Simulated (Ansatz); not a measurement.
# Ge wire along [110], 11 atoms a period, H-terminated: bands under strain

What gap, if any, does the Ge wire along [110], 11 atoms a period, H-terminated have, and how does it change under strain?

Main program and level: Ansatz 0.2.0; DFT PBE, plane waves, PAW; relaxation of a wire's period, in the first sound run; inputs show where later runs differ.

## Step 1: The starting structure

The cell holds 21 atoms: 10 H and 11 Ge. Its edges and angles: a = 17.241 Å, b = 15.457 Å, c = 4.073 Å, α = 90.0°, β = 90.0°, γ = 90.0°. Vacuum lies along a and b. The structure's axis is c.

## Step 2: Relaxation of atoms and period

Band widths follow the bond lengths, so the wire is relaxed first. The atoms and the third cell vector are free; the box across stays fixed as vacuum. A Fermi-Dirac smearing is set since the result may be a metal. The pressure printed is a third of the stress's trace over the whole box, vacuum included; only the stress along the axis is relaxed.

The input, input.yaml:

```yaml
crystal:
  lattice:
    - [17.241, 0.0, 0.0]
    - [0.0, 15.457, 0.0]
    - [0.0, 0.0, 4.0729350596]
  atoms:
    - { symbol: H, position: [0.364248013, 0.78002665, 0.0] }
    - { symbol: H, position: [0.364248013, 0.351715568, 0.0] }
    - { symbol: Ge, position: [0.416487815, 0.434120605, 0.0] }
    - { symbol: Ge, position: [0.667053328, 0.302370102, 0.0] }
    - { symbol: H, position: [0.719293129, 0.219965064, 0.0] }
    - { symbol: Ge, position: [0.750575165, 0.434120605, 0.0] }
    - { symbol: H, position: [0.802814967, 0.434120605, 0.312731396] }
    - { symbol: H, position: [0.197204338, 0.648276146, 0.5] }
    - { symbol: H, position: [0.197204338, 0.483466071, 0.5] }
    - { symbol: Ge, position: [0.24944414, 0.565871109, 0.5] }
    - { symbol: Ge, position: [0.500009653, 0.697621612, 0.5] }
    - { symbol: Ge, position: [0.500009653, 0.434120605, 0.5] }
    - { symbol: H, position: [0.531291688, 0.219965064, 0.5] }
    - { symbol: H, position: [0.552249454, 0.78002665, 0.5] }
    - { symbol: Ge, position: [0.58353149, 0.302370102, 0.5] }
    - { symbol: Ge, position: [0.58353149, 0.565871109, 0.5] }
    - { symbol: H, position: [0.802814967, 0.434120605, 0.687268604] }
    - { symbol: Ge, position: [0.332965978, 0.565871109, 0.0] }
    - { symbol: Ge, position: [0.416487815, 0.697621612, 0.0] }
    - { symbol: Ge, position: [0.667053328, 0.565871109, 0.0] }
    - { symbol: H, position: [0.719293129, 0.648276146, 0.0] }
kpoints:
  mp_grid: { grid: [1, 1, 20] }
scf:
  occupations: { method: fermi_dirac, width: 0.05 }
hamiltonian:
  xc: pbe
relax:
  cell: { fix: [a, b, alpha, beta, gamma] }
  max_steps: 45
  f_tol: 0.03
```

The run is started by

```bash
> ansatz run input.yaml --threads 4 --pin off --max-ram 16384MiB --backend cpu --events-out ev --progress --plain --runs-dir out
```

Numbers of over 12 decimals in the logs are rounded to 6 here.

The program printed:

```text
Engine: ansatz 0.2.0, x86_64-unknown-linux-gnu
Pseudopotentials: kind: paw
Pseudopotential: H, paw, valence charge 1, recommended cutoff 420 eV (normal), H.paw.azcp
Pseudopotential: Ge, paw, valence charge 14, recommended cutoff 420 eV (normal), Ge.paw.azcp
Functional definition: PBE
  parameter kappa = 0.804
  parameter beta = 0.066725
  exchange = pbe_x(kappa = kappa, mu = beta*pi^2/3)
  correlation = pbe_c(beta = beta)
Crystal: 21 atoms, lattice volume = 1085.413 Å³
Basis set: ecut = 420 eV, 21223 PW (Γ), exchange–correlation on 240×216×60 points (8 copies of the dense FFT grid, shifted against one another)
Bands: 103, of which v1, the nominal top of the filled ones, is band 82 counted from 1 (81 counted from 0)
Symmetry: 2 space group operations
Space group: Pm (ITA 6), of the structure as read, at distance tolerance 1.0e-4 Å
k-points: 11 of 20
Non-local potential: H, projectors of the file, l = 0: 2, l = 1: 1
Non-local potential: Ge, projectors of the file, l = 0: 2, l = 1: 2, l = 2: 3, l = 3: 1
PAW form: soft (Blöchl's): semilocal exchange-correlation on the pseudo side does not see the compensation charge
PAW one-centre angular grid: H, 110 points (default); XC on 64 Gauss nodes
PAW one-centre angular grid: Ge, 590 points (default); XC on 64 Gauss nodes
Initial density: superposition of atomic densities (neutral atoms: chi_scale 0, normalization atom), corrected by the library's trained network
Initial wavefunctions: pseudopotential atomic-orbital guess
Functional: x = pbe(κ = 0.804, μ = 0.219515), c = pbe(β = 0.066725)
SCF iter   1: F=—  HF=-47401.045864 eV  |F-HF|=—  |Δ(HF+E_count)|=         —  Δρ=1.27e-3  dr2=3.50e-2  ethr=1.77e-3  ⟨swp⟩=6.7  Hψ=4630  notcnv=0  defer=11
preconditioner: auto → Resta (q_TF=auto, 1.991 Å⁻¹)  ε∞=1.4  [insulator: Δε(μ)=1.628 eV  Ē_g=21.653 eV  σ=0.050 eV  W_gap=1.00  n_scr=148 (ndim 8)  ℏωp=14.4 eV  f_vac=0.659  D(μ)=0.00/eV (n_scr^D=0)  ε∞_Penn≈1.4  vacuum switching on, ρ_ref=3.4e-2 e/Å³]
SCF iter   2: F=—  HF=-47401.046908 eV  |F-HF|=—  |Δ(HF+E_count)|=   1.04e-3  Δρ=5.96e-4  dr2=9.02e-3  ethr=2.14e-5  ⟨swp⟩=2.2  Hψ=2305  notcnv=0  defer=139
SCF iter   3: F=—  HF=-47401.048532 eV  |F-HF|=—  |Δ(HF+E_count)|=   1.62e-3  Δρ=3.12e-4  dr2=3.95e-3  ethr=5.50e-6  ⟨swp⟩=2.0  Hψ=1912  notcnv=0  defer=139
SCF iter   4: F=—  HF=-47401.049060 eV  |F-HF|=—  |Δ(HF+E_count)|=   5.29e-4  Δρ=1.18e-4  dr2=4.61e-4  ethr=2.41e-6  ⟨swp⟩=2.0  Hψ=1171  notcnv=0  defer=139
SCF iter   5: F=—  HF=-47401.049037 eV  |F-HF|=—  |Δ(HF+E_count)|=   2.36e-5  Δρ=5.51e-5  dr2=3.85e-5  ethr=2.81e-7  ⟨swp⟩=2.7  Hψ=1895  notcnv=0  defer=139
SCF iter   6: F=—  HF=-47401.049422 eV  |F-HF|=—  |Δ(HF+E_count)|=   3.85e-4  Δρ=2.40e-5  dr2=1.51e-5  ethr=2.35e-8  ⟨swp⟩=2.0  Hψ=2035  notcnv=0  defer=139
SCF iter   7: F=—  HF=-47401.049418 eV  |F-HF|=—  |Δ(HF+E_count)|=   3.25e-6  Δρ=1.05e-5  dr2=9.16e-7  ethr=9.22e-9  ⟨swp⟩=2.8  Hψ=1848  notcnv=0  defer=139
SCF iter   8: F=—  HF=-47401.049419 eV  |F-HF|=—  |Δ(HF+E_count)|=   1.13e-6  Δρ=3.74e-6  dr2=6.29e-7  ethr=5.58e-10  ⟨swp⟩=2.0  Hψ=1896  notcnv=0  defer=139
SCF iter   9: F=-47401.049419 eV  HF=-47401.049419 eV  |F-HF|=8.59e-9  |Δ(HF+E_count)|=   4.36e-8  Δρ=1.59e-6  dr2=3.38e-8  ethr=6.10e-11  ⟨swp⟩=3.0  Hψ=3555  notcnv=0
SCF 1 converged in 9 iterations: F = -47401.049419 eV  dr2 = 3.38e-8
  greatest PAW one-centre occupation: 0.998 electrons in one spin orbital (limit 2), on the Ge atom at site 5 (counted from 0), in its partial waves of l = 2
relax step   1: F+E_penalty+E_count = -47401.04941947 eV  Δ(F+E_penalty+E_count) = +0.000e0 eV  max|allowed force component| = 3.493e-1 eV/Å  Δτ_max = 0.0000 Å  P = -0.409 GPa  Ω = 1085.413 Å³  fix = [a, b, alpha, beta, gamma]  reactions: a -0.535, b -0.589 GPa; gamma +0.043 GPa/rad  (9 SCF iters, dr2 threshold 1.00e-7 eV, accepted)
Crystal: 21 atoms, lattice volume = 1105.817 Å³
Basis set: ecut = 420 eV, 21543 PW (Γ), exchange–correlation on 240×216×60 points (8 copies of the dense FFT grid, shifted against one another)
Initial density: handed on by an earlier stage of this run
Initial wavefunctions: those handed on with the density
iter 1 solved again at ethr=1.79e-4 eV; its pass at ethr=3.10e-3 eV (dr2=2.93e-1 eV) is discarded
SCF iter   1: F=—  HF=-47401.131644 eV  |F-HF|=—  |Δ(HF+E_count)|=         —  Δρ=6.74e-3  dr2=3.01e-1  ethr=1.79e-4  ⟨swp⟩=4.9  Hψ=5417  notcnv=0
preconditioner: auto → Resta (q_TF=auto, 1.985 Å⁻¹)  ε∞=1.4  [insulator: Δε(μ)=1.652 eV  Ē_g=21.811 eV  σ=0.050 eV  W_gap=1.00  n_scr=156 (ndim 8)  ℏωp=14.3 eV  f_vac=0.670  D(μ)=0.00/eV (n_scr^D=0)  ε∞_Penn≈1.4  vacuum switching on, ρ_ref=3.5e-2 e/Å³]
SCF iter   2: F=—  HF=-47401.091888 eV  |F-HF|=—  |Δ(HF+E_count)|=   3.98e-2  Δρ=3.03e-3  dr2=6.79e-2  ethr=1.79e-4  ⟨swp⟩=4.8  Hψ=1835  notcnv=0
SCF iter   3: F=—  HF=-47401.092093 eV  |F-HF|=—  |Δ(HF+E_count)|=   2.05e-4  Δρ=1.43e-3  dr2=4.64e-2  ethr=4.14e-5  ⟨swp⟩=3.2  Hψ=1734  notcnv=0  defer=73
SCF iter   4: F=—  HF=-47401.084177 eV  |F-HF|=—  |Δ(HF+E_count)|=   7.92e-3  Δρ=2.15e-4  dr2=8.67e-4  ethr=2.83e-5  ⟨swp⟩=2.5  Hψ=1363  notcnv=0  defer=152
SCF iter   5: F=—  HF=-47401.084362 eV  |F-HF|=—  |Δ(HF+E_count)|=   1.85e-4  Δρ=8.97e-5  dr2=2.01e-4  ethr=5.29e-7  ⟨swp⟩=2.8  Hψ=1872  notcnv=0  defer=152
SCF iter   6: F=—  HF=-47401.084345 eV  |F-HF|=—  |Δ(HF+E_count)|=   1.71e-5  Δρ=3.24e-5  dr2=1.45e-5  ethr=1.23e-7  ⟨swp⟩=2.0  Hψ=1169  notcnv=0  defer=152
SCF iter   7: F=—  HF=-47401.084348 eV  |F-HF|=—  |Δ(HF+E_count)|=   2.84e-6  Δρ=1.24e-5  dr2=2.40e-6  ethr=1.28e-9  ⟨swp⟩=5.0  Hψ=4020  notcnv=0
SCF iter   8: F=-47401.084348 eV  HF=-47401.084349 eV  |F-HF|=2.14e-7  |Δ(HF+E_count)|=   7.49e-7  Δρ=4.47e-6  dr2=4.60e-7  ethr=1.28e-9  ⟨swp⟩=4.1  Hψ=3214  notcnv=0
SCF 2 converged in 8 iterations: F = -47401.084348 eV  dr2 = 4.60e-7
relax step   2: F+E_penalty+E_count = -47401.08434847 eV  Δ(F+E_penalty+E_count) = -3.493e-2 eV  max|allowed force component| = 3.314e-1 eV/Å  Δτ_max = 0.1401 Å  P = +0.047 GPa  Ω = 1105.817 Å³  energy of the carried Pulay correction = -3.016e-3 eV  fix = [a, b, alpha, beta, gamma]  reactions: a +0.125, b +0.187 GPa; gamma -0.116 GPa/rad  (8 SCF iters, dr2 threshold 2.10e-6 eV, accepted)
Crystal: 21 atoms, lattice volume = 1095.066 Å³
Basis set: ecut = 420 eV, 21379 PW (Γ), exchange–correlation on 240×216×60 points (8 copies of the dense FFT grid, shifted against one another)
iter 1 solved again at ethr=3.49e-5 eV; its pass at ethr=3.10e-3 eV (dr2=5.72e-2 eV) is discarded
SCF iter   1: F=—  HF=-47401.156862 eV  |F-HF|=—  |Δ(HF+E_count)|=         —  Δρ=2.93e-3  dr2=5.65e-2  ethr=3.49e-5  ⟨swp⟩=2.7  Hψ=5014  notcnv=0
[...]
SCF 3 converged in 7 iterations: F = -47401.145672 eV  dr2 = 5.42e-7
relax step   3: F+E_penalty+E_count = -47401.14567228 eV  Δ(F+E_penalty+E_count) = -6.132e-2 eV  max|allowed force component| = 4.672e-2 eV/Å  Δτ_max = 0.0713 Å  P = -0.054 GPa  Ω = 1095.066 Å³  energy of the carried Pulay correction = -1.434e-3 eV  fix = [a, b, alpha, beta, gamma]  reactions: a -0.039, b -0.053 GPa; gamma +0.003 GPa/rad  (7 SCF iters, dr2 threshold 2.10e-6 eV, accepted)
[...]
relax step   4: F+E_penalty+E_count = -47401.14695825 eV  Δ(F+E_penalty+E_count) = -1.286e-3 eV  max|allowed force component| = 6.989e-3 eV/Å  Δτ_max = 0.0048 Å  P = -0.007 GPa  Ω = 1093.244 Å³  energy of the carried Pulay correction = -1.164e-3 eV  fix = [a, b, alpha, beta, gamma]  reactions: a -0.008, b -0.003 GPa; gamma -0.002 GPa/rad  (6 SCF iters, dr2 threshold 1.36e-7 eV, accepted)
Initial wavefunctions: pseudopotential atomic-orbital guess (no wavefunctions were taken with the density)
iter 1 solved again at ethr=3.75e-7 eV; its pass at ethr=3.10e-3 eV (dr2=6.16e-4 eV) is discarded
SCF iter   1: F=—  HF=-47401.103941 eV  |F-HF|=—  |Δ(HF+E_count)|=         —  Δρ=2.62e-4  dr2=2.11e-5  ethr=3.75e-7  ⟨swp⟩=3.0  Hψ=7473  notcnv=0
preconditioner: auto → Resta (q_TF=auto, 1.989 Å⁻¹)  ε∞=1.4  [insulator: Δε(μ)=1.682 eV  Ē_g=21.724 eV  σ=0.050 eV  W_gap=1.00  n_scr=148 (ndim 8)  ℏωp=14.4 eV  f_vac=0.662  D(μ)=0.00/eV (n_scr^D=0)  ε∞_Penn≈1.4  vacuum switching on, ρ_ref=3.4e-2 e/Å³]
SCF iter   2: F=—  HF=-47401.131834 eV  |F-HF|=—  |Δ(HF+E_count)|=   2.79e-2  Δρ=1.31e-4  dr2=8.19e-6  ethr=1.29e-8  ⟨swp⟩=3.3  Hψ=1892  notcnv=0
SCF iter   3: F=—  HF=-47401.143617 eV  |F-HF|=—  |Δ(HF+E_count)|=   1.18e-2  Δρ=5.76e-5  dr2=3.89e-6  ethr=4.99e-9  ⟨swp⟩=3.0  Hψ=1769  notcnv=0  defer=6
SCF iter   4: F=—  HF=-47401.147435 eV  |F-HF|=—  |Δ(HF+E_count)|=   3.82e-3  Δρ=1.77e-5  dr2=4.07e-7  ethr=2.37e-9  ⟨swp⟩=2.7  Hψ=1592  notcnv=0  defer=8
SCF iter   5: F=—  HF=-47401.148094 eV  |F-HF|=—  |Δ(HF+E_count)|=   6.59e-4  Δρ=3.86e-6  dr2=8.52e-8  ethr=2.48e-10  ⟨swp⟩=3.1  Hψ=1967  notcnv=0  defer=9
SCF iter   6: F=—  HF=-47401.148143 eV  |F-HF|=—  |Δ(HF+E_count)|=   4.93e-5  Δρ=1.12e-6  dr2=1.37e-8  ethr=5.19e-11  ⟨swp⟩=3.0  Hψ=1984  notcnv=0  defer=9
SCF iter   7: F=—  HF=-47401.148149 eV  |F-HF|=—  |Δ(HF+E_count)|=   5.82e-6  Δρ=3.87e-7  dr2=5.18e-9  ethr=8.34e-12  ⟨swp⟩=2.5  Hψ=1600  notcnv=0  defer=9
SCF iter   8: F=—  HF=-47401.148150 eV  |F-HF|=—  |Δ(HF+E_count)|=   9.67e-7  Δρ=9.51e-8  dr2=2.80e-10  ethr=3.16e-12  ⟨swp⟩=2.0  Hψ=1276  notcnv=0  defer=9
SCF iter   9: F=-47401.148150 eV  HF=-47401.148150 eV  |F-HF|=1.96e-10  |Δ(HF+E_count)|=   4.39e-8  Δρ=3.97e-8  dr2=3.01e-11  ethr=1.00e-12  ⟨swp⟩=4.0  Hψ=3270  notcnv=0
SCF 5 converged in 9 iterations: F = -47401.148150 eV  dr2 = 3.01e-11
relax step   5: F+E_penalty+E_count = -47401.14815019 eV  Δ(F+E_penalty+E_count) = -1.192e-3 eV  max|allowed force component| = 6.883e-3 eV/Å  Δτ_max = 0.0000 Å  P = -0.006 GPa  Ω = 1093.244 Å³  fix = [a, b, alpha, beta, gamma]  reactions: a -0.007, b -0.003 GPa; gamma -0.002 GPa/rad  stress off target by 7.79e-3 GPa on what of the cell is left free  SCF on the basis re-selected at this cell (its energy is not comparable with the rows above)  (9 SCF iters)
basis re-selected at this cell: Δ(F+E_penalty+E_count) = -1.192e-3 eV, ΔP = +0.001 GPa vs the last step (what re-selecting the basis moved, of the pressure what is left beyond the Pulay correction that the steps carried, after the strain that the cell walked since its last selection, with what the two solves' SCF thresholds leave and, on support functions, any second-order correction that the steps lacked; it is no m [...]
SCF converged after 9 iterations
Free energy (F): -47401.148150 eV
Harris-Foulkes:  -47401.148150 eV  (|F-HF|=1.96e-10)
Internal energy: -47401.148150 eV  (E = F + TS)
E sigma→0 (E₀):  -47401.148150 eV
Fermi energy:    -1.058531 eV
--- Per-component energies (eV) ---
  E_band       = -3187.430542
  E_kinetic    = 1351.525955
  E_local      = -92594.027662  (includes V_loc(G=0)·N_el)
  E_nonlocal   = 4626.408959
  E_hartree    = 43855.003658
  E_xc         = -913.965767
  E_vxc        = -817.059065  (∫ρ·V_xc dr)
  E_paw        = -22232.260801  (= ΣΔE_a)
  E_vpaw       = -3464.277525  (= ΣTr[D̂ρ^β])
  E_aug_tail   = -0.008996  (compensation charges beyond the density's cutoff)
  E_ewald      = 18506.176504
  E_smearing   = -0.000000  (= −TS)
  E_closure    = -0.000000  (closes the sum)
  Σ components = -47401.148150   (vs F -47401.148150, Δ=0.00e0)
--- Forces (eV/Å), atoms counted from 1 ---
  atom   1  H     -0.00081870    -0.00050273     0.00000000
  atom   2  H      0.00021235    -0.00133583     0.00000000
  atom   3  Ge     0.00086546     0.00205181    -0.00000000
  atom   4  Ge    -0.00191993     0.00170004    -0.00000000
  atom   5  H      0.00119302     0.00188111    -0.00000000
  atom   6  Ge    -0.00688283    -0.00081541     0.00000000
  atom   7  H     -0.00102951    -0.00002186     0.00594892
  atom   8  H     -0.00065587     0.00019221    -0.00000000
  atom   9  H      0.00133419    -0.00129566     0.00000000
  atom  10  Ge     0.00495189     0.00069208    -0.00000000
  atom  11  Ge    -0.00339527    -0.00262349     0.00000000
  atom  12  Ge    -0.00161484    -0.00122092     0.00000000
  atom  13  H     -0.00129566    -0.00078169     0.00000000
  atom  14  H     -0.00052922     0.00126242    -0.00000000
  atom  15  Ge     0.00290717     0.00227931    -0.00000000
  atom  16  Ge     0.00429988     0.00298435    -0.00000000
  atom  17  H     -0.00102951    -0.00002186    -0.00594892
  atom  18  Ge    -0.00203200    -0.00071305     0.00000000
  atom  19  Ge     0.00390948    -0.00004214     0.00000000
  atom  20  Ge     0.00007726    -0.00355863     0.00000000
  atom  21  H      0.00145289    -0.00011071     0.00000000
  max |Σ_I F_I| component: 6.42e-7 eV/Å
--- Stress (GPa, compression-positive) ---
       -0.007360       0.001744      -0.000000
        0.001744      -0.003278       0.000000
       -0.000000       0.000000      -0.007790
  P = ⅓ Tr σ = -0.0061 GPa (-0.061 kbar)
--- Relaxed structure (4 steps of the walk, 4 accepted, 1 SCFs on fresh bases) ---
  F+E_penalty+E_count = -47401.14815019 eV   max|allowed force component| = 6.883e-3 eV/Å   (the final SCF, on the basis selected at the relaxed cell)
  cell:  # Å, volume = 1093.2435 Å³
    - [17.241, 0, 0]
    - [0, 15.457, 0]
    - [0, 0, 4.102317]
  atoms:
    - { symbol: H, position: [0.366111, 0.776352, -8.763087274829418e-19] }
    - { symbol: H, position: [0.366968, 0.354832, -1.2790979254193419e-18] }
    - { symbol: Ge, position: [0.418950, 0.437218, -1.1579311740418383e-18] }
    - { symbol: Ge, position: [0.664517, 0.305094, 1.190902105845446e-18] }
    - { symbol: H, position: [0.716509, 0.222844, 1.3075328871157224e-18] }
    - { symbol: Ge, position: [0.746827, 0.434280, 1.7605785137218524e-18] }
    - { symbol: H, position: [0.801036, 0.434492, 0.297677] }
    - { symbol: H, position: [0.200530, 0.646185, 0.500000] }
    - { symbol: H, position: [0.200653, 0.484836, 0.500000] }
    - { symbol: Ge, position: [0.253956, 0.565537, 0.500000] }
    - { symbol: Ge, position: [0.498478, 0.694305, 0.500000] }
    - { symbol: Ge, position: [0.500173, 0.434843, 0.500000] }
    - { symbol: H, position: [0.531913, 0.223791, 0.500000] }
    - { symbol: H, position: [0.550829, 0.776321, 0.500000] }
    - { symbol: Ge, position: [0.584364, 0.305635, 0.500000] }
    - { symbol: Ge, position: [0.582829, 0.565472, 0.500000] }
    - { symbol: H, position: [0.801036, 0.434492, 0.702323] }
    - { symbol: Ge, position: [0.334016, 0.565647, -4.946131164782055e-19] }
    - { symbol: Ge, position: [0.418271, 0.694176, -8.388023743183232e-19] }
    - { symbol: Ge, position: [0.663988, 0.563520, 1.4397041243313503e-18] }
    - { symbol: H, position: [0.715858, 0.645916, 1.6132719616789708e-18] }
```

Run time: 77 s. Hardware: 4 threads of Intel Xeon Platinum 8559C (Emerald Rapids), shared host; peak memory 2.7 GiB; 5 min of CPU time.

Relaxation path:

```
step  energy less that of the first step (eV)  largest force component (eV/Å)  pressure (GPa)  volume (Å³)
   1                                   0.0000                          0.3493           -0.41      1085.41
   2                                  -0.0349                          0.3314            0.05      1105.82
   3                                  -0.0963                          0.0467           -0.05      1095.07
   4                                  -0.0975                          0.0070           -0.01      1093.24
  5*                                  -0.0987                          0.0069           -0.01      1093.24
```

Relaxation steps marked * repeat the geometry before them on a plane-wave basis chosen anew for their cell, so energy and pressure can jump there.

Forces are held to the 2 operations that the run works with; a distortion that breaks them can't arise in this run.

```
cell as run  before  after  change
      c (Å)   4.073  4.102  +0.7 %
```

The atoms that moved most (Å, along periodic axes as changes of fractional coordinates times the final cell, across vacuum about the mean position):

```
atom      dx      dy      dz  length
Ge10   0.078  -0.005   0.000   0.078
 H21  -0.059  -0.036   0.000   0.070
 H17  -0.031   0.006   0.062   0.069
  H7  -0.031   0.006  -0.062   0.069
  H2   0.047   0.048   0.000   0.067
  H8   0.057  -0.032   0.000   0.066
  H5  -0.048   0.044   0.000   0.065
  H1   0.032  -0.057   0.000   0.065
```

The relaxed structure:

```cif
data_structure
_symmetry_space_group_name_H-M 'P 1'
_symmetry_Int_Tables_number 1
_cell_length_a 17.2410
_cell_length_b 15.4570
_cell_length_c 4.1023
_cell_angle_alpha 90.000
_cell_angle_beta 90.000
_cell_angle_gamma 90.000
_cell_volume 1093.24
loop_
_atom_site_label
_atom_site_type_symbol
_atom_site_fract_x
_atom_site_fract_y
_atom_site_fract_z
_atom_site_occupancy
H1 H 0.36611 0.77635 0.00000 1
H2 H 0.36697 0.35483 0.00000 1
Ge3 Ge 0.41895 0.43722 0.00000 1
Ge4 Ge 0.66452 0.30509 0.00000 1
H5 H 0.71651 0.22284 0.00000 1
Ge6 Ge 0.74683 0.43428 0.00000 1
H7 H 0.80104 0.43449 0.29768 1
H8 H 0.20053 0.64618 0.50000 1
H9 H 0.20065 0.48484 0.50000 1
Ge10 Ge 0.25396 0.56554 0.50000 1
Ge11 Ge 0.49848 0.69431 0.50000 1
Ge12 Ge 0.50017 0.43484 0.50000 1
H13 H 0.53191 0.22379 0.50000 1
H14 H 0.55083 0.77632 0.50000 1
Ge15 Ge 0.58436 0.30564 0.50000 1
Ge16 Ge 0.58283 0.56547 0.50000 1
H17 H 0.80104 0.43449 0.70232 1
Ge18 Ge 0.33402 0.56565 0.00000 1
Ge19 Ge 0.41827 0.69418 0.00000 1
Ge20 Ge 0.66399 0.56352 0.00000 1
H21 H 0.71586 0.64592 0.00000 1
```

This step gave:

```
cell length along the wire : 4.102 Å
```

The cell's length comes to 4.102 Å with spin left out.

(Part 1 of 3 ends here.)

[Logs are printed without paths, hosts, clocks, repeated set-up lines and the standing remarks that a program may print on its own settings, such as how far it seeks lower states.]

[Hosts, paths, dates, database ids (printed as entryN), source tags and the programs' standing remarks are cut or masked in the printed files.]
